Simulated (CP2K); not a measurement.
Two runs for the C K edge of 2-silylimidazole. Run A: CP2K XAS_TDP, all-electron GAPW, PBEh(45%), aug-pc-1, TDA, no relativity. Run B has a fault in its input.

First lines with a strength over 0.0015. A:

| atom | energy (eV) | states | strength, one atom |
| --- | --- | --- | --- |
| C2 (bonded to 2 N and Si) | 282.17 | 1 | 0.0506 |
|  | 284.98 | 1 | 0.0081 |
|  | 285.43 | 1 | 0.0092 |
|  | 285.76 | 1 | 0.0060 |
|  | 285.80 | 1 | 0.0033 |
| C4 (bonded to C, N and H) | 282.31 | 1 | 0.0576 |
|  | 284.38 | 1 | 0.0057 |
|  | 284.86 | 1 | 0.0043 |
|  | 285.66 | 1 | 0.0017 |
|  | 285.75 | 1 | 0.0017 |
| C5 (bonded to C, N and H) | 282.31 | 1 | 0.0538 |
|  | 284.39 | 1 | 0.0109 |
|  | 285.02 | 1 | 0.0028 |
|  | 285.28 | 1 | 0.0037 |
|  | 286.51 | 1 | 0.0032 |

B:

| atom | energy (eV) | states | strength, one atom |
| --- | --- | --- | --- |
| C2 (bonded to 2 N and Si) | 281.12 | 1 | 0.0486 |
|  | 283.62 | 1 | 0.0062 |
|  | 284.22 | 1 | 0.0088 |
|  | 284.44 | 1 | 0.0072 |
|  | 284.54 | 1 | 0.0052 |
| C4 (bonded to C, N and H) | 278.56 | 1 | 0.0576 |
|  | 280.30 | 1 | 0.0045 |
|  | 280.76 | 1 | 0.0052 |
|  | 281.65 | 1 | 0.0018 |
|  | 281.82 | 1 | 0.0015 |
| C5 (bonded to C, N and H) | 281.22 | 1 | 0.0521 |
|  | 282.97 | 1 | 0.0110 |
|  | 283.77 | 1 | 0.0035 |
|  | 283.88 | 1 | 0.0037 |
|  | 285.15 | 1 | 0.0041 |

What went wrong in run B?

The plane-wave cutoff is far too low (cutoff (Ry) to 60). Against PBEh(45%) in aug-pc-1, the leading lines move by -1.05 eV (C2, to 281.12), -3.75 eV (C4, to 278.56) and -1.09 eV (C5, to 281.22); the strength of C2's goes from 0.0506 to 0.0486. The next line of C2 over the strength cut lies 2.50 eV higher, against 2.81. Another fault could leave a like mark.

[Hosts, paths, dates, database ids (printed as entryN), source tags and the programs' standing remarks are cut or masked in the printed files.]
